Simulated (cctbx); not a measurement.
# La3Pr4Pd3 across an absorption edge

Space group P6_3mc (no. 186), a = 10.3160 Å, b = 10.3160 Å, c = 6.5350 Å, α = 90.00°, β = 90.00°, γ = 120.00°.

```
atom  mult.       x       y       z  Ueq (Å²)
 Pr1      6  0.5416  0.4584  0.0837    0.0084
 Pr2      2     1/3     2/3  0.0558    0.0095
 La1      6  0.1230  0.8770  0.2593    0.0120
 Pd1      6  0.8114  0.1886  0.3565    0.0101
```

This is a model crystal, built by substitution and not relaxed, with assumed displacement parameters.

Calculated with cctbx: free-atom f′ and f″ from the Sasaki tables, no fine structure; amplitudes in electrons.

How do |F(hkl)| and |F(−h−k−l)| change across the Pd K edge?

```text
E (eV)    f'(Pd)   f''           |F|1 1 0        |F|1 1 2        |F|0 3 1        |F|2 2 0
  23750   -3.24   0.58       40.5/  40.5    130.4/ 129.4    327.8/ 329.9    414.4/ 414.4
  24100   -4.03   0.56       39.2/  39.2    129.3/ 128.3    325.4/ 327.5    410.7/ 410.7
  24230   -4.71   0.56       38.1/  38.1    128.4/ 127.4    323.5/ 325.5    407.5/ 407.5
  24290   -5.36   0.55       37.0/  37.0    127.5/ 126.6    321.6/ 323.6    404.5/ 404.5
  24320   -6.00   0.55       36.0/  36.0    126.6/ 125.7    319.8/ 321.7    401.6/ 401.6
  24335   -6.62   0.55       34.9/  34.9    125.8/ 124.9    318.0/ 319.9    398.7/ 398.7
  24342   -7.17   0.55       34.0/  34.0    125.1/ 124.2    316.5/ 318.3    396.2/ 396.2
  24346   -7.75   0.55       33.1/  33.1    124.3/ 123.5    314.8/ 316.7    393.6/ 393.6
  24354   -8.72   3.63       31.9/  31.9    120.2/ 125.5    315.4/ 311.4    389.8/ 389.8
  24358   -7.65   3.63       33.6/  33.6    121.6/ 126.8    318.4/ 314.5    394.7/ 394.7
  24365   -6.87   3.63       34.9/  34.9    122.7/ 127.8    320.5/ 316.7    398.2/ 398.2
  24380   -6.11   3.62       36.1/  36.1    123.7/ 128.7    322.7/ 318.9    401.7/ 401.7
  24410   -5.38   3.62       37.3/  37.3    124.7/ 129.6    324.7/ 321.0    405.0/ 405.0
  24500   -4.44   3.59       38.9/  38.9    126.0/ 130.8    327.3/ 323.7    409.2/ 409.2
  24750   -3.43   3.53       40.5/  40.5    127.4/ 132.0    330.0/ 326.6    413.7/ 413.7
```

The edge is at 24350 eV. f′ of Pd falls from -4.7 e at 24230 eV to -7.8 e at 4 eV below it, and f″ steps from 0.55 to 3.63 e across it. Over that approach |F| changes by -13 % (1 1 0), -3 % (1 1 2), -3 % (0 3 1) and -3 % (2 2 0): a reflection falls where Pd scatters in phase with the total and rises where it scatters against it; it hardly moves where the Pd term is small or cancels by symmetry or lies in quadrature to the total. The f″ term interferes with the normal scattering with opposite sign for the two Friedel mates. The largest Friedel difference in the scan is 4.3 % of the mean (1 1 2, at 24354 eV).

[Logs are printed without paths, hosts, clocks, repeated set-up lines and the standing remarks that a program may print on its own settings, such as how far it seeks lower states.]
